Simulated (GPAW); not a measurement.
Consider CoSi2 (Fm-3m).

```xyz
3
Lattice="0.0000 2.6780 2.6780 2.6780 0.0000 2.6780 2.6780 2.6780 0.0000" Properties=species:S:1:pos:R:3 pbc="T T T"
Co    0.0000    0.0000    0.0000
Si    4.0170    4.0170    4.0170
Si    1.3390    1.3390    1.3390
```

Absorber: atom 1, with 8 Si at 2.32 Å (cubic, site symmetry m-3m). Method: GPAW, PBE, excited-electron core hole (neutral cell), 18-atom cell with 6.6 Å between holes, 3×3×3 k points, dipole transitions, Gaussian full width 1.33 eV up to 4 eV, rising linearly to 3.5 eV at 25 eV.

The database entry behind the starting cell differs from later determinations by our own check (0.1 to 0.3 % short, probably kX units), so it need not match the best structure at ambient conditions.

Question: What does the Co K edge look like?

Main maxima up to 30 eV above the zero (height): 0.3 eV (0.56), 9.1 eV (1.27), 12.4 eV (1.31) and 23.1 eV (2.30). A K edge sees empty p states, which here mix into the lowest empty bands, so that weight starts at the zero. The total-energy difference is 7705.94 eV. The tabulated edge of the element is 7709 eV. The functional leaves an error of a few eV in such absolute values.

The Co K spectrum (energy from the lowest empty level; intensity scaled to a mean of 1 over the first 20 eV):

```csv
E (eV),intensity
-2.00,0.00
-1.25,0.02
-0.50,0.24
0.25,0.56
1.00,0.43
1.75,0.42
2.50,0.41
3.25,0.49
4.00,0.59
4.75,0.57
5.50,0.68
6.25,0.87
7.00,1.04
7.75,1.12
8.50,1.21
9.25,1.26
10.00,1.19
10.75,1.18
11.50,1.25
12.25,1.30
13.00,1.26
13.75,1.11
14.50,0.99
15.25,0.98
16.00,1.06
16.75,1.15
17.50,1.25
18.25,1.40
19.00,1.58
19.75,1.73
20.50,1.84
21.25,1.98
22.00,2.16
22.75,2.28
23.50,2.29
24.25,2.15
25.00,1.97
25.75,1.86
26.50,1.89
27.25,2.04
28.00,2.28
28.75,2.53
29.50,2.72
30.25,2.80
31.00,2.72
```

The hole lies in one spin channel, while the script sums the empty states of both and takes the lower zero; where the two channels are split, this blurs and shifts the curve. Quadrupole 1s→3d transitions, which feed the pre-edge, are not in the dipole spectrum. The starting moments shrank to 0.00 μB or less, so this is hardly a magnetic state. The mesh is coarse (0.39 Å⁻¹ between points), so small maxima may be mesh ripples. Lifetime broadening is put in by hand, and intensities beyond about 20 eV depend on it and on the partial waves. The structure is a published determination, not relaxed.

[Banner, clock and machine lines of the logs are left out without a mark of their own.]

[Logs are printed without paths, hosts, clocks, repeated set-up lines and the standing remarks that a program may print on its own settings, such as how far it seeks lower states.]

[Hosts, paths, dates, database ids (printed as entryN), source tags and the programs' standing remarks are cut or masked in the printed files.]

[Lists of maxima count a maximum above −3 eV only where it reaches 4 % of the highest in the window and stands out from its surroundings by 2 % of it (1.5 % where it reaches 55 %); shoulders and weaker maxima are passed over, and of the rest the first, up to two pre-edge ones and the few strongest are named.]
